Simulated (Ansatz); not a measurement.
# From HSE06 to G0W0: LaVO4 (P2_1/c)

Aim: the quasiparticle gap of LaVO4 (P2_1/c), starting from HSE06.

Calculated with Ansatz 0.2.0; HSE06, then G0W0 on it, plane waves, PAW.

**The experiments to reproduce.**

- Gap 3.4 eV: indirect optical gap from Tauc plot; diffuse reflectance, Kubelka-Munk; 300 K; powder (solid-state reaction, sintered at 1250 C) (“Structural phase transition and its consequences on optical behavior of LaV1-xNbxO4”, 2021, arxiv:2102.02442).

- Gap 3.5 ± 0.2 eV: earlier reported experimental gap; powder (literature value) (quoted in “Structural phase transition and its consequences on optical behavior of LaV1-xNbxO4”, 2021, arxiv:2102.02442).

In doubt: masses and optical values from hybrid runs of this build are listed as unsure (step 3), which bears on the screening that GW takes from such a start.

### Step 1. The structure

The structure is monoclinic, space group P2_1/c (No. 14). The conventional cell has a = 6.725 Å, b = 7.283 Å, c = 8.399 Å, α = 90.00°, β = 125.80°, γ = 90.00°. Nearest to La lie 9 O at 2.49 to 2.89 Å. Nearest to V lie 4 O at 1.70 to 1.72 Å. Nearest to O lie 1 V at 1.72 Å and 2 La at 2.49 to 2.53 Å. Nearest to O lie 1 V at 1.70 Å and 2 La at 2.50 to 2.53 Å. Nearest to O lie 1 V at 1.70 Å and 2 La at 2.52 to 2.68 Å. Nearest to O lie 1 V at 1.72 Å and 3 La at 2.56 to 2.89 Å. Farther neighbours and most contacts between anions are not listed.

The cell and positions come from the Crystallography Open Database and are kept as given unless a step says otherwise. Spin-orbit coupling is left out unless a step names it. The default PAW set here is soft_2. Its files were made with PBE.

### Step 2. The starting point: HSE06

HSE06 mixes in a quarter of exact exchange at short range.

This step: DFT, HSE06, plane waves, PAW.

Contents of input.yaml:

```yaml
crystal:
  lattice:
    - [6.725, 0.0, 0.0]
    - [0.0, 7.2827, 0.0]
    - [-4.9123006198, 0.0, 6.8121466218]
  atoms:
    - { symbol: La, position: [0.827399, 0.157198, 0.723776] }
    - { symbol: La, position: [0.172601, 0.657198, 0.776224] }
    - { symbol: La, position: [0.172601, 0.842802, 0.276224] }
    - { symbol: La, position: [0.827399, 0.342802, 0.223776] }
    - { symbol: V, position: [0.31429, 0.16481, 0.69917] }
    - { symbol: V, position: [0.68571, 0.66481, 0.80083] }
    - { symbol: V, position: [0.68571, 0.83519, 0.30083] }
    - { symbol: V, position: [0.31429, 0.33519, 0.19917] }
    - { symbol: O, position: [0.8171, 0.4979, 0.7446] }
    - { symbol: O, position: [0.1829, 0.9979, 0.7554] }
    - { symbol: O, position: [0.1829, 0.5021, 0.2554] }
    - { symbol: O, position: [0.8171, 0.0021, 0.2446] }
    - { symbol: O, position: [0.6098, 0.2795, 0.3821] }
    - { symbol: O, position: [0.3902, 0.7795, 0.1179] }
    - { symbol: O, position: [0.3902, 0.7205, 0.6179] }
    - { symbol: O, position: [0.6098, 0.2205, 0.8821] }
    - { symbol: O, position: [0.6587, 0.895, 0.4829] }
    - { symbol: O, position: [0.3413, 0.395, 0.0171] }
    - { symbol: O, position: [0.3413, 0.105, 0.5171] }
    - { symbol: O, position: [0.6587, 0.605, 0.9829] }
    - { symbol: O, position: [0.8898, 0.8436, 0.8857] }
    - { symbol: O, position: [0.1102, 0.3436, 0.6143] }
    - { symbol: O, position: [0.1102, 0.1564, 0.1143] }
    - { symbol: O, position: [0.8898, 0.6564, 0.3857] }
kpoints:
  mp_grid: { grid: [4, 2, 2] }
  band_path:
    path:
      - [0.0, 0.0, 0.0]
      - [0.0, 0.5, 0.0]
      - [0.0, 0.5, 0.5]
      - [0.0, 0.0, 0.5]
      - [-0.5, 0.0, 0.5]
      - [-0.5, 0.5, 0.5]
      - [-0.5, 0.5, 0.0]
      - [-0.5, 0.0, 0.0]
      - [-0.5, 0.35, 0.0]
      - [-0.5, 0.1, 0.0]
    npoints: 1
hamiltonian:
  xc: hse06
scf:
  occupations: { method: fixed }
  n_extra_bands: 12
output:
  eigenvalues: true
```

Run with:

```console
> ansatz run input.yaml --threads 24 --pin off --max-ram 82944MiB --backend cuda --events-out ev --progress --plain --runs-dir out --devices 1 --max-vram 78GiB
```

Numbers of over 12 decimals in the logs are rounded to 6 here.

The log of the run:

```text
scf.n_extra_bands = 12 over 96 filled bands (N_el = 192.0): the run solves 108 bands
GPUs: using 1 of 1 available (devices: 1).
Engine: ansatz 0.2.0, aarch64-unknown-linux-gnu
Pseudopotentials: kind: paw
Pseudopotential: La, paw, valence charge 11, recommended cutoff 420 eV (normal), La.paw.azcp
Pseudopotential: V, paw, valence charge 13, recommended cutoff 420 eV (normal), V.paw.azcp
Pseudopotential: O, paw, valence charge 6, recommended cutoff 420 eV (normal), O.paw.azcp
Functional definition: HSE06
  parameter a = 0.25
  parameter omega = 0.11/bohr
  exchange = pbe_x - a*pbe_x_sr(omega) + a*exact_x_sr(omega)
  correlation = pbe_c
davidson cushion auto → on  (no smearing: the cushion is to keep the highest requested band from converging to the state above it; pin scf.eigensolver.cushion to override)
[...]
Crystal: 24 atoms, lattice volume = 333.633 Å³
Basis set: ecut = 420 eV, 6513 PW (Γ)
Bands: 108, of which v1, the nominal top of the filled ones, is band 96 counted from 1 (95 counted from 0)
Symmetry: 4 space group operations
Space group: P21/c (ITA 14), of the structure as read, at distance tolerance 6.9e-5 Å
k-points: 12 of 16
Non-local potential: La, projectors of the file, l = 0: 3, l = 1: 2, l = 2: 2, l = 3: 3
Non-local potential: V, projectors of the file, l = 0: 3, l = 1: 2, l = 2: 3, l = 3: 1
Non-local potential: O, projectors of the file, l = 0: 2, l = 1: 2, l = 2: 1
PAW form: soft (Blöchl's): semilocal exchange-correlation on the pseudo side does not see the compensation charge
PAW frozen core: La, regenerated for the run's functional, and the local potential with it (the file was generated under x = pbe(κ = 0.804, μ = 0.219515), c = pbe(β = 0.066725))
PAW frozen core: V, regenerated for the run's functional, and the local potential with it (the file was generated under x = pbe(κ = 0.804, μ = 0.219515), c = pbe(β = 0.066725))
PAW frozen core: O, regenerated for the run's functional, and the local potential with it (the file was generated under x = pbe(κ = 0.804, μ = 0.219515), c = pbe(β = 0.066725))
PAW one-centre angular grid: La, 590 points (default); XC on 64 Gauss nodes
PAW one-centre angular grid: V, 590 points (default); XC on 64 Gauss nodes
PAW one-centre angular grid: O, 110 points (default); XC on 96 Gauss nodes
Initial density: superposition of atomic densities (neutral atoms: chi_scale 0, normalization atom), corrected by the library's trained network
Initial wavefunctions: pseudopotential atomic-orbital guess
[...]
Functional: x = pbe(κ = 0.804, μ = 0.219515), c = pbe(β = 0.066725), warm-up for x = pbe(κ = 0.804, μ = 0.219515) + 0.25 (exact − pbe) at short range (hse, ω = 0.207870 Å⁻¹), c = pbe(β = 0.066725); HSE06 as pw.x's `hse` composes it (authors' and Libxc's form: `xc: wpbeh`)
SCF iter   1: F=—  HF=-45762.048093 eV  |F-HF|=—  |Δ(HF+E_count)|=         —  Δρ=3.02e-3  dr2=2.22e-2  ethr=1.77e-3  ⟨swp⟩=5.2  Hψ=6379  notcnv=0
preconditioner: auto → none  [insulator: Δε(μ)=3.558 eV  Ē_g=10.798 eV  n_scr=82 (ndim 8)  ℏωp=25.1 eV  f_vac=0.045]
SCF iter   2: F=—  HF=-45762.076528 eV  |F-HF|=—  |Δ(HF+E_count)|=   2.84e-2  Δρ=3.72e-3  dr2=5.21e-2  ethr=1.16e-5  ⟨swp⟩=8.0  Hψ=5605  notcnv=0  defer=63
[...]
SCF iter   5: F=-45762.071690 eV  HF=-45762.071799 eV  |F-HF|=1.08e-4  |Δ(HF+E_count)|=   1.20e-6  Δρ=3.92e-4  dr2=3.94e-4  ethr=1.89e-6  ⟨swp⟩=5.0  Hψ=3183  notcnv=0  defer=31
SCF 1 stopped early in 5 iterations: F = -45762.071690 eV  dr2 = 3.94e-4
  greatest PAW one-centre occupation: 1.000 electrons in one spin orbital (limit 2), on the V atom at site 7 (counted from 0), in its partial waves of l = 0
[...]
hybrid outer 1: dexx = +1.730e-1 eV, tail = 7.06e-4 eV
[...]
SCF 3 converged in 7 iterations: F = -45771.472589 eV  dr2 = 2.19e-8
hybrid outer 2: dexx = +2.769e-5 eV, tail = 3.12e-7 eV, Δε = 3.99e-3 eV (about 1.02e-4 eV left of the loop's levels)
[...]
E_xc         = -1819.282551
  E_vxc        = -2201.118669  (∫ρ·V_xc dr)
  E_exx        = -582.195542  (= α·E_x^exact, valence–valence)
  E_paw        = -28501.720355  (= ΣΔE_a)
  E_vpaw       = -1366.887703  (= ΣTr[D̂ρ^β])
  E_aug_tail   = 0.039964  (compensation charges beyond the density's cutoff)
  E_ewald      = -12619.089810
  E_core_change = -1.829496  (= ΣΔE_core)
  E_smearing   = -0.000000  (= −TS)
  E_closure    = -0.000000  (closes the sum)
  Σ components = -45771.472590   (vs F -45771.472590, Δ=0.00e0)
--- Band table (eV; the first three rows and the last of 12) ---
  k-point 0: bands = ["-61.8303", "-61.8302", "-61.8302", "-61.8302", "-34.2104", "-34.2100", "-34.2095", "-34.2087", "-34.1145", "-34.1138", "-34.1123", "-34.1122", "-34.0712", "-34.0705", "-34.0691", "-34.0687", "-25.4161", "-25.3708", "-25.3596", "-25.3586", "-12.0722", "-12.0506", "-12.0493", "-12.0414", "-11.8769", "-11.6520", "-11.6313", "-11.5633", "-11.5290", "-11.4606", "-11.4413", "-11.3296", "-11.2837", "- [...]
  k-point 1: bands = ["-61.8303", "-61.8303", "-61.8302", "-61.8302", "-34.2100", "-34.2100", "-34.2093", "-34.2093", "-34.1134", "-34.1134", "-34.1130", "-34.1130", "-34.0709", "-34.0709", "-34.0689", "-34.0689", "-25.3932", "-25.3932", "-25.3590", "-25.3590", "-12.1658", "-12.1658", "-12.0593", "-12.0593", "-11.7283", "-11.7283", "-11.5890", "-11.5890", "-11.5181", "-11.5181", "-11.4127", "-11.4127", "-11.2714", "- [...]
  k-point 2: bands = ["-61.8302", "-61.8302", "-61.8302", "-61.8302", "-34.2102", "-34.2102", "-34.2091", "-34.2091", "-34.1142", "-34.1142", "-34.1122", "-34.1122", "-34.0701", "-34.0701", "-34.0697", "-34.0697", "-25.3920", "-25.3920", "-25.3604", "-25.3604", "-12.1624", "-12.1624", "-11.9853", "-11.9853", "-11.8334", "-11.8334", "-11.6760", "-11.6760", "-11.5154", "-11.5154", "-11.2592", "-11.2592", "-11.1953", "- [...]
  k-point 11: bands = ["-61.8302", "-61.8302", "-61.8302", "-61.8302", "-34.2098", "-34.2098", "-34.2097", "-34.2097", "-34.1134", "-34.1134", "-34.1130", "-34.1130", "-34.0701", "-34.0701", "-34.0697", "-34.0697", "-25.3851", "-25.3851", "-25.3642", "-25.3642", "-12.3089", "-12.3089", "-12.1512", "-12.1512", "-11.8499", "-11.8499", "-11.5327", "-11.5327", "-11.3633", "-11.3633", "-11.2646", "-11.2646", "-11.1780", " [...]
```

Elapsed: 27 s, on 1 × NVIDIA GB200 (shared by 2 runs) with 24 threads of Arm Neoverse V2, shared host; peak memory 2.6 GiB.

Numbers from this step:

- gap: 5.123 eV
- valence top at: Y_2
- conduction bottom at: k = (-0.500, 0.350, 0.000)
- least direct gap: 5.224 eV
- exact-exchange fraction: 0.25

Over mesh and listed points the gap is 5.123 eV, from k = (-0.500, 0.000, 0.000) to k = (-0.500, 0.350, 0.000). The least direct gap found is 5.224 eV, at k = (-0.500, 0.100, 0.000). On the 4×2×2 mesh alone the same run gives 5.144 eV, so that mesh misses an edge of HSE06: 5.144 − 5.123 = +0.021 eV.

### Step 3. G0W0 on the 2×2×2 mesh

G0W0 replaces the xc potential by a self-energy built once from the orbitals of the start. Levels are corrected in the window of bands that the input names, at points of the mesh.

This step: G0W0 on HSE06, plane waves, PAW.

input.yaml, as its differences from that of step 2:

```diff
@@ -31,16 +31,3 @@
 kpoints:
-  mp_grid: { grid: [4, 2, 2] }
-  band_path:
-    path:
-      - [0.0, 0.0, 0.0]
-      - [0.0, 0.5, 0.0]
-      - [0.0, 0.5, 0.5]
-      - [0.0, 0.0, 0.5]
-      - [-0.5, 0.0, 0.5]
-      - [-0.5, 0.5, 0.5]
-      - [-0.5, 0.5, 0.0]
-      - [-0.5, 0.0, 0.0]
-      - [-0.5, 0.35, 0.0]
-      - [-0.5, 0.1, 0.0]
-    npoints: 1
+  mp_grid: { grid: [2, 2, 2] }
 hamiltonian:
@@ -49,4 +36,7 @@
   occupations: { method: fixed }
-  n_extra_bands: 12
-output:
-  eigenvalues: true
+gw:
+  n_empty_bands: 462
+  ecut_chi: 72
+  qp_bands: [v4, c4]
+  qp_kpoints: band_edges
+  screening: { model: contour_deformation }
```

The log of the run:

```text
GPUs: using 1 of 1 available (devices: 1).
[...]
Crystal: 24 atoms, lattice volume = 333.633 Å³
Basis set: ecut = 420 eV, 6513 PW (Γ)
Bands: 120, of which v1, the nominal top of the filled ones, is band 96 counted from 1 (95 counted from 0)
Symmetry: 4 space group operations
[...]
k-points: 8
[...]
SCF iter   1: F=—  HF=-45762.045654 eV  |F-HF|=—  |Δ(HF+E_count)|=         —  Δρ=3.03e-3  dr2=2.28e-2  ethr=1.77e-3  ⟨swp⟩=5.4  Hψ=4606  notcnv=0
[...]
SCF iter   2: F=—  HF=-45762.071496 eV  |F-HF|=—  |Δ(HF+E_count)|=   2.58e-2  Δρ=3.92e-3  dr2=5.93e-2  ethr=1.19e-5  ⟨swp⟩=5.2  Hψ=3928  notcnv=0
[...]
SCF iter   5: F=-45762.066172 eV  HF=-45762.066132 eV  |F-HF|=3.99e-5  |Δ(HF+E_count)|=   1.36e-4  Δρ=3.45e-4  dr2=2.42e-4  ethr=1.29e-7  ⟨swp⟩=5.4  Hψ=4945  notcnv=0
SCF 1 stopped early in 5 iterations: F = -45762.066172 eV  dr2 = 2.42e-4
[...]
Exchange kernel: α = 0.2500, screened, ω = 0.2079 Å⁻¹, Wigner–Seitz truncation, v(0) = 1016.3581 eV·Å³, q-mesh 2×2×2, nearest image of the exchange supercell L = 13.45 Å, pair-density grid 30×36×40, without the augmentation charges, whose exchange is taken in its separable form by FFT convolution over the k-point mesh (sized by the pseudopotential files, 40×50×50 at the most), smooth part of the exact exchange by density-matrix convolution in up to 4.69 GiB of GPU memory as planned if the GPU has room (build and FFT work areas not counted)
Frozen-core exchange: fock
[...]
hybrid outer 1: dexx = +1.648e-1 eV, tail = 7.16e-4 eV
[...]
SCF 3 converged in 6 iterations: F = -45771.468166 eV  dr2 = 3.15e-8
[...]
0   100     11.6530   -15.6712    -5.3598   -22.5003  0.7783    13.1457    13.1222  root
     1    93      5.8117   -25.4996     4.2745   -21.5712  0.7793     6.1567     6.1579  root
     1    94      5.8117   -25.4996     4.2745   -21.5712  0.7793     6.1567     6.1579  root
     1    95      6.0574   -25.4737     4.2786   -21.5223  0.7786     6.3835     6.3846  root
     1    96      6.0574   -25.4737     4.2786   -21.5223  0.7786     6.3835     6.3846  root
     1    97     11.4269   -15.4624    -5.3925   -22.2704  0.7779    12.8642    12.8424  root
     1    98     11.4269   -15.4624    -5.3925   -22.2704  0.7779    12.8642    12.8424  root
     1    99     11.6324   -15.8701    -5.4173   -22.7642  0.7755    13.1334    13.1091  root
     1   100     11.6324   -15.8701    -5.4173   -22.7642  0.7755    13.1334    13.1091  root
     2    93      5.9337   -25.4636     4.2844   -21.5137  0.7790     6.2671     6.2682  root
     2    94      5.9337   -25.4636     4.2844   -21.5137  0.7790     6.2671     6.2682  root
     2    95      6.1323   -25.5275     4.2847   -21.5814  0.7790     6.4697     6.4708  root
     2    96      6.1323   -25.5275     4.2847   -21.5814  0.7790     6.4697     6.4708  root
     2    97     11.5152   -15.4635    -5.2682   -22.1616  0.7794    12.9668    12.9450  root
     2    98     11.5152   -15.4635    -5.2682   -22.1616  0.7794    12.9668    12.9450  root
     2    99     11.5643   -15.5602    -5.3855   -22.3837  0.7780    13.0247    13.0022  root
     2   100     11.5643   -15.5602    -5.3855   -22.3837  0.7780    13.0247    13.0022  root
     3    93      5.8475   -25.4697     4.2796   -21.5232  0.7793     6.1795     6.1806  root
     3    94      5.8475   -25.4697     4.2796   -21.5232  0.7793     6.1795     6.1806  root
     3    95      6.1254   -25.5372     4.2999   -21.5676  0.7782     6.4547     6.4558  root
     3    96      6.1254   -25.5372     4.2999   -21.5676  0.7782     6.4547     6.4558  root
     3    97     11.4953   -15.3831    -5.2999   -22.0866  0.7785    12.9201    12.8988  root
     3    98     11.4953   -15.3831    -5.2999   -22.0866  0.7785    12.9201    12.8988  root
     3    99     11.5348   -15.5180    -5.3763   -22.3320  0.7785    12.9948    12.9723  root
     3   100     11.5348   -15.5180    -5.3763   -22.3320  0.7785    12.9948    12.9723  root
     4    93      5.8547   -25.5255     4.2766   -21.6036  0.7784     6.2081     6.2094  root
     4    94      5.8817   -25.5132     4.2843   -21.5621  0.7797     6.2138     6.2149  root
     4    95      5.9402   -25.3844     4.3354   -21.3508  0.7774     6.2412     6.2421  root
     4    96      6.2538   -25.7135     4.2699   -21.8036  0.7799     6.6125     6.6138  root
     4    97     11.4979   -15.6564    -5.4539   -22.5497  0.7759    12.9603    12.9374  root
     4    98     11.5341   -15.7520    -5.3970   -22.5952  0.7750    13.0035    12.9803  root
     4    99     11.6422   -15.9893    -5.2605   -22.7417  0.7746    13.1588    13.1340  root
     4   100     11.6444   -15.9208    -5.2106   -22.6010  0.7752    13.1377    13.1139  root
     5    93      5.9082   -25.5527     4.2241   -21.6701  0.7813     6.2485     6.2497  root
     5    94      5.9082   -25.5527     4.2241   -21.6701  0.7813     6.2485     6.2497  root
     5    95      6.0965   -25.5367     4.2785   -21.5947  0.7792     6.4320     6.4331  root
     5    96      6.0965   -25.5367     4.2785   -21.5947  0.7792     6.4320     6.4331  root
     5    97     11.5810   -15.9412    -5.3877   -22.8212  0.7744    13.0981    13.0732  root
     5    98     11.5810   -15.9412    -5.3877   -22.8212  0.7744    13.0981    13.0732  root
     5    99     11.6969   -16.0556    -5.3296   -22.8602  0.7730    13.1964    13.1718  root
[...]
6    97     11.3975   -15.2757    -5.3118   -21.9995  0.7805    12.8305    12.8094  root
     6    98     11.3975   -15.2757    -5.3118   -21.9995  0.7805    12.8305    12.8094  root
     6    99     11.5860   -15.6577    -5.2469   -22.3602  0.7793    13.0642    13.0416  root
     6   100     11.5860   -15.6577    -5.2469   -22.3602  0.7793    13.0642    13.0416  root
     7    93      5.8652   -25.3220     4.2034   -21.4517  0.7792     6.1971     6.1982  root
     7    94      5.8652   -25.3220     4.2034   -21.4517  0.7792     6.1971     6.1982  root
     7    95      6.0900   -25.5534     4.2973   -21.5867  0.7794     6.4195     6.4205  root
     7    96      6.0900   -25.5534     4.2973   -21.5867  0.7794     6.4195     6.4205  root
     7    97     11.5669   -15.6686    -5.2682   -22.3866  0.7773    13.0395    13.0166  root
     7    98     11.5669   -15.6686    -5.2682   -22.3866  0.7773    13.0395    13.0166  root
     7    99     11.6187   -15.7526    -5.2620   -22.4793  0.7781    13.1065    13.0833  root
     7   100     11.6187   -15.7526    -5.2620   -22.4793  0.7781    13.1065    13.0833  root
```

Elapsed: 47 s, on 1 × NVIDIA GB200 (shared by 2 runs) with 24 threads; peak memory 2.9 GiB; 3.2 min of CPU time.

This step gave:

```yaml
bands_summed: 558
rpa_eps_infinity_on_this_mesh_eigenvalues: 3.385, 3.401, 3.795
plane_waves_in_the_screening_matrix: 453
q_points_in_the_mesh: 8
g0w0_gap_over_the_corrected_points: 6.196 eV
k_of_the_valence_top: -0.5, 0, 0
k_of_the_conduction_bottom: -0.5, -0.5, 0
starting_gap_on_the_mesh: 5.144 eV
z_at_the_valence_top: 0.7799
z_at_the_conduction_bottom: 0.7805
least_direct_g0w0_gap_over_the_corrected_points: 6.324 eV
```

Over all 8 irreducible mesh points the G0W0 gap is 6.196 eV, from k = (-0.500, 0.000, 0.000) to k = (-0.500, -0.500, 0.000). The HSE06 gap of this run on the mesh is 5.144 eV. The two states that bound the G0W0 gap lie that far apart at the start, so the correction of the gap is 6.196 − 5.144 = +1.052 eV. The start of this run differs from the step before in mesh (4×2×2 and 2×2×2).

[end of part 1 of 2]

[Paths, hosts, dates, memory and timing lines, banners, echoed tables and standing remarks are left out of the program output.]

[Logs are printed without paths, hosts, clocks, repeated set-up lines and the standing remarks that a program may print on its own settings, such as how far it seeks lower states.]

[Runs of the session that timed out or met a known fault of the program may be left out.]

[Cells called generated may have been cut or substituted from an entry of the Crystallography Open Database or the Materials Project.]

[Hosts, paths, dates, database ids (printed as entryN), source tags and the programs' standing remarks are cut or masked in the printed files.]

[Where an RPA ε∞ is given, it is that of the G0W0 mesh and is not shown converged in it. Names of k-points follow the symmetry that the program found, which can be lower than the space group named. Band edges on a path are those of the sampled points; other points can move an edge, and change direct to indirect where valleys lie close.]

[Hybrid gaps are those of their k-mesh and are not shown converged in it.]
